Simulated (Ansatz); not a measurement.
# CdH2 (model cell, started as CdI2 type): phonons and vibrational spectra

Wanted: phonon frequencies of CdH2 (model cell, started as CdI2 type) and what follows from them.

Calculated with Ansatz 0.2.0; DFT PBEsol, scalar-relativistic, plane waves, PAW.

The structure was built from a prototype and need not be the compound's stable phase.

### Step 1. The structure

It takes space group P-3m1 (No. 164, trigonal). Conventional cell: a = 3.407 Å, b = 3.407 Å, c = 5.520 Å, α = 90.00°, β = 90.00°, γ = 120.00°. Cd has 6 H at 2.40 Å nearest. H has 3 Cd at 2.40 Å nearest. Farther neighbours are not listed.

### Step 2. Coarse relaxation

The start is far from rest, so a relaxation with loose tolerances brings it close first.

The input, input.yaml:

```yaml
crystal:
  lattice:
    - [3.4075, 0.0, 0.0]
    - [-1.70375, 2.95098, 0.0]
    - [0.0, 0.0, 5.52015]
  atoms:
    - { symbol: Cd, position: [0.0, 0.0, 0.0] }
    - { symbol: H, position: [0.333333, 0.666667, 0.25] }
    - { symbol: H, position: [0.666667, 0.333333, 0.75] }
kpoints:
  mp_grid: { grid: [6, 6, 4] }
hamiltonian:
  xc: pbesol
scf:
  occupations: { method: gaussian, width: 0.1 }
output:
  forces: true
  stress: true
  eigenvalues: true
relax:
  adjacent_minimum: "off"
  f_tol: 0.05
  max_steps: 80
  cell: { stress_tol: 0.5 }
```

Launch:

```bash
ansatz run input.yaml --threads 4 --pin off --max-ram 7168MiB --backend cpu --events-out ev --progress --plain --runs-dir out
```

Numbers of over 12 decimals in the logs are rounded to 6 here.

What it wrote:

```text
[...]
F+E_penalty+E_count = -8214.16587958 eV   max|allowed force component| = 2.916e-2 eV/Å   (the final SCF, on the basis selected at the relaxed cell)
  cell:  # Å, volume = 43.9296 Å³
    - [3.109872, 0, 0]
    - [-1.554936, 2.693229, 0]
    - [0, 0, 5.244950]
  atoms:
    - { symbol: Cd, position: [0, 0, 0] }
    - { symbol: H, position: [0.333333, 0.666667, 0.193505] }
    - { symbol: H, position: [0.666667, 0.333333, 0.806495] }
[key lines of the parts left out:]
SCF converged after 5 iterations
Free energy (F): -8214.165880 eV
Fermi energy:    5.264839 eV
P = ⅓ Tr σ = 0.0372 GPa (0.372 kbar)
```

Wall time 1.5 s (4 threads of Intel Xeon 6975P-C (Granite Rapids), shared host); peak memory 0.35 GiB; 3.6 s of CPU time.

Relaxation path:

| step | energy less that of the first step (eV) | largest force component (eV/Å) | pressure (GPa) | volume (Å³) |
| --- | --- | --- | --- | --- |
| 1 | 0.0000 | 1.1508 | -10.15 | 55.51 |
| 2 | -0.6717 | 0.6145 | -6.82 | 49.72 |
| 3 | -0.8972 | 0.0285 | 0.09 | 43.93 |
| 4* | -0.8934 | 0.0292 | 0.04 | 43.93 |

Relaxation steps marked * repeat the geometry before them on a plane-wave basis chosen anew for their cell, so energy and pressure can jump there.

The run keeps the 12 symmetry operations that it works with, so distortions that break them were not tested.

| conventional cell, symmetrised | before | after | change |
| --- | --- | --- | --- |
| a (Å) | 3.407 | 3.110 | -8.7 % |
| b (Å) | 3.407 | 3.110 | -8.7 % |
| c (Å) | 5.520 | 5.245 | -5.0 % |
| volume (Å³/atom) | 18.50 | 14.64 | -20.9 % |

The atoms that moved most (Å, as changes of fractional coordinates times the final cell):

```
atom     dx     dy      dz  length
  H3  0.000  0.000   0.296   0.296
  H2  0.000  0.000  -0.296   0.296
```

Final coordinates:

```
Cd H
1.0
     3.10987    0.00000    0.00000
    -1.55494    2.69323    0.00000
     0.00000    0.00000    5.24495
Cd H
1 2
Direct
  0.00000 0.00000 0.00000
  0.33333 0.66667 0.19350
  0.66667 0.33333 0.80650
```

A gap read on the k-mesh alone can miss the band edges.

Numbers from this step:

| Property | Result |
| --- | --- |
| pressure | 0.03723 GPa |
| gap on the k-mesh | 1.849 eV |
| volume per atom | 14.64 Å³ |
| direct gap on mesh | 2.840 eV |

In this step the volume went from 18.50 to 14.64 Å³/atom.

### Step 3. Bringing the structure to rest

The cell and atoms are relaxed, since residual forces and stress would shift the frequencies.

The input, input.yaml:

```yaml
crystal:
  lattice:
    - [3.1098724919, 0.0, 0.0]
    - [-1.554936246, 2.6932285805, 0.0]
    - [0.0, 0.0, 5.2449499086]
  atoms:
    - { symbol: Cd, position: [0.0, 0.0, 0.0] }
    - { symbol: H, position: [0.3333333333, 0.6666666667, 0.1935047494] }
    - { symbol: H, position: [0.6666666667, 0.3333333333, 0.8064952506] }
kpoints:
  mp_grid: { grid: [9, 9, 6] }
hamiltonian:
  xc: pbesol
scf:
  occupations: { method: gaussian, width: 0.02 }
output:
  forces: true
  stress: true
  eigenvalues: true
relax:
  adjacent_minimum: "off"
  f_tol: 0.005
  max_steps: 80
  cell: { stress_tol: 0.05 }
```

What it wrote:

```text
[...]
Crystal: 3 atoms, lattice volume = 43.930 Å³
Basis set: ecut = 420 eV, 881 PW (Γ), exchange–correlation on 48×48×72 points (8 copies of the dense FFT grid, shifted against one another)
Bands: 15, of which v1, the nominal top of the filled ones, is band 11 counted from 1 (10 counted from 0)
Symmetry: 12 space group operations
[...]
k-points: 62 of 486
[...]
--- Relaxed structure (12 steps of the walk, 12 accepted, 2 SCFs on fresh bases) ---
[...]
cell:  # Å, volume = 36.8293 Å³
    - [3.103423, 2.880760462109595e-11, 0]
    - [-1.551712, 2.687643, 1.5968506309635917e-17]
    - [0, 3.109799751677947e-17, 4.415510]
  atoms:
    - { symbol: Cd, position: [0, 0, -5.236743060455821e-19] }
    - { symbol: H, position: [0.333333, 0.666667, 0.233193] }
    - { symbol: H, position: [0.666667, 0.333333, 0.766807] }
[key lines of the parts left out:]
SCF converged after 4 iterations
Free energy (F): -8214.187252 eV
Fermi energy:    7.337023 eV
P = ⅓ Tr σ = 0.0018 GPa (0.018 kbar)
```

It took 6.6 s on 4 threads; peak memory 0.4 GiB.

Step by step:

```
step  energy less that of the first step (eV)  largest force component (eV/Å)  pressure (GPa)  volume (Å³)
   1                                   0.0000                          0.0359            0.02        43.93
   2                                  -0.0004                          0.0562           -0.40        43.40
   3                                  -0.0018                          0.0121           -0.19        43.32
   4                                  -0.0036                          0.0158           -0.05        42.71
   5                                  -0.0094                          0.0567            0.17        40.62
   6                                  -0.0151                          0.0681            0.31        38.48
   7                                  -0.0157                          0.0170           -0.84        38.11
   8                                  -0.0179                          0.0237            0.30        36.20
   9                                  -0.0185                          0.0023            0.02        36.92
  10                                  -0.0185                          0.0002            0.01        37.08
  11                                  -0.0184                          0.0002            0.00        37.16
 12*                                  -0.0161                          0.0005           -0.05        37.16
  13                                  -0.0164                          0.0002            0.00        36.83
 14*                                  -0.0161                          0.0002            0.00        36.83
```

Relaxation steps marked * repeat the geometry before them on a plane-wave basis chosen anew for their cell, so energy and pressure can jump there.

Forces are held to the 12 operations that the run works with; a distortion that breaks them can't arise in this run.

```
     cell as run  before  after   change
           a (Å)   3.110  3.103   -0.2 %
           b (Å)   3.110  3.103   -0.2 %
           c (Å)   5.245  4.416  -15.8 %
volume (Å³/atom)   14.64  12.28  -16.2 %
```

The atoms that moved most (Å, as changes of fractional coordinates times the final cell):

```csv
atom,dx,dy,dz,length
H3,0.000,0.000,-0.175,0.175
H2,0.000,0.000,0.175,0.175
```

Final coordinates:

```
Cd H
1.0
     3.10342    0.00000    0.00000
    -1.55171    2.68764    0.00000
     0.00000    0.00000    4.41551
Cd H
1 2
Direct
  0.00000 0.00000 0.00000
  0.33333 0.66667 0.23319
  0.66667 0.33333 0.76681
```

Numbers from this step:

| Property | Result |
| --- | --- |
| pressure | 0.001803 GPa |
| gap on the k-mesh | 1.070 eV |
| volume per atom | 12.28 Å³ |
| direct gap on mesh | 2.698 eV |

In this step the volume went from 14.64 to 12.28 Å³/atom.

### Step 4. Bringing the structure to rest

The relaxation is repeated from its end on the same settings, as a check that it has come to rest.

input.yaml, the sections that differ from step 3:

```yaml
crystal:
  lattice:
    - [3.1034231172, 0.0, 0.0]
    - [-1.5517115586, 2.6876432582, 0.0]
    - [0.0, 0.0, 4.4155095098]
  atoms:
    - { symbol: Cd, position: [0.0, 0.0, 0.0] }
    - { symbol: H, position: [0.3333333333, 0.6666666667, 0.2331933751] }
    - { symbol: H, position: [0.6666666667, 0.3333333333, 0.7668066249] }
output:
  forces: true
  stress: true
  eigenvalues: true
  write_density: true
  write_potential: true
  elf: true
  volumetric_format: npy
# kpoints, hamiltonian, scf, relax: as in step 3
```

What it wrote:

```text
[...]
Crystal: 3 atoms, lattice volume = 36.829 Å³
Basis set: ecut = 420 eV, 699 PW (Γ), exchange–correlation on 48×48×60 points (8 copies of the dense FFT grid, shifted against one another)
Bands: 15, of which v1, the nominal top of the filled ones, is band 11 counted from 1 (10 counted from 0)
Symmetry: 12 space group operations
[...]
k-points: 62 of 486
[...]
--- Relaxed structure (1 steps of the walk, 1 accepted, 1 SCFs on fresh bases) ---
[...]
cell:  # Å, volume = 36.8293 Å³
    - [3.103423, 0.0, 0.0]
    - [-1.551712, 2.687643, 0.0]
    - [0.0, 0.0, 4.4155095098]
  atoms:
    - { symbol: Cd, position: [0.0, 0.0, 0.0] }
    - { symbol: H, position: [0.333333, 0.666667, 0.233193] }
    - { symbol: H, position: [0.666667, 0.333333, 0.766807] }
[key lines of the parts left out:]
SCF converged after 4 iterations
Free energy (F): -8214.187252 eV
Fermi energy:    7.337027 eV
P = ⅓ Tr σ = 0.0018 GPa (0.018 kbar)
```

Elapsed: 1.1 s, on 4 threads; peak memory 0.37 GiB.

Little changed from the start: no atom moved by 0.005 Å and no cell edge by 0.1 %.

Numbers from this step:

```yaml
pressure: 0.001805 GPa
```

In this step the volume went from 12.28 to 12.28 Å³/atom.

### Step 5. Relaxing to small forces for the phonons

Phonons need a cell at rest on their own settings, so the relaxation is repeated with tight tolerances on forces and stress on the k mesh and occupations of the first response run.

input.yaml, the sections that differ from step 4:

```yaml
scf:
  occupations: { method: fixed }
output:
  forces: true
  stress: true
  eigenvalues: true
relax:
  adjacent_minimum: "off"
  f_tol: 0.001
  max_steps: 60
  cell: { stress_tol: 0.01 }
# crystal, kpoints, hamiltonian: as in step 4
```

What it wrote:

```text
[...]
Crystal: 3 atoms, lattice volume = 36.829 Å³
Basis set: ecut = 420 eV, 699 PW (Γ), exchange–correlation on 48×48×60 points (8 copies of the dense FFT grid, shifted against one another)
Bands: 15, of which v1, the nominal top of the filled ones, is band 11 counted from 1 (10 counted from 0)
Symmetry: 12 space group operations
[...]
k-points: 62 of 486
[...]
--- Relaxed structure (1 steps of the walk, 1 accepted, 1 SCFs on fresh bases) ---
[...]
cell:  # Å, volume = 36.8293 Å³
    - [3.103423, 0.0, 0.0]
    - [-1.551712, 2.687643, 0.0]
    - [0.0, 0.0, 4.4155095098]
  atoms:
    - { symbol: Cd, position: [0.0, 0.0, 0.0] }
    - { symbol: H, position: [0.333333, 0.666667, 0.233193] }
    - { symbol: H, position: [0.666667, 0.333333, 0.766807] }
[key lines of the parts left out:]
SCF converged after 6 iterations
Free energy (F): -8214.187252 eV
Fermi energy:    6.801969 eV
P = ⅓ Tr σ = 0.0018 GPa (0.018 kbar)
```

The job ended after 1.1 s (4 threads; peak memory 0.35 GiB; 2.7 s of CPU time).

Little changed from the start: no atom moved by 0.005 Å and no cell edge by 0.1 %.

This step gave:

```
pressure : 0.001803 GPa
```

The largest force component left is 0.20 meV/Å and the pressure is 0.002 GPa, within the tolerances set. The cell now holds 12.28 Å³/atom.

(Part 1 of 3 ends here.)

[Logs are printed without paths, hosts, clocks, repeated set-up lines and the standing remarks that a program may print on its own settings, such as how far it seeks lower states.]

[Hosts, paths, dates, database ids (printed as entryN), source tags and the programs' standing remarks are cut or masked in the printed files.]
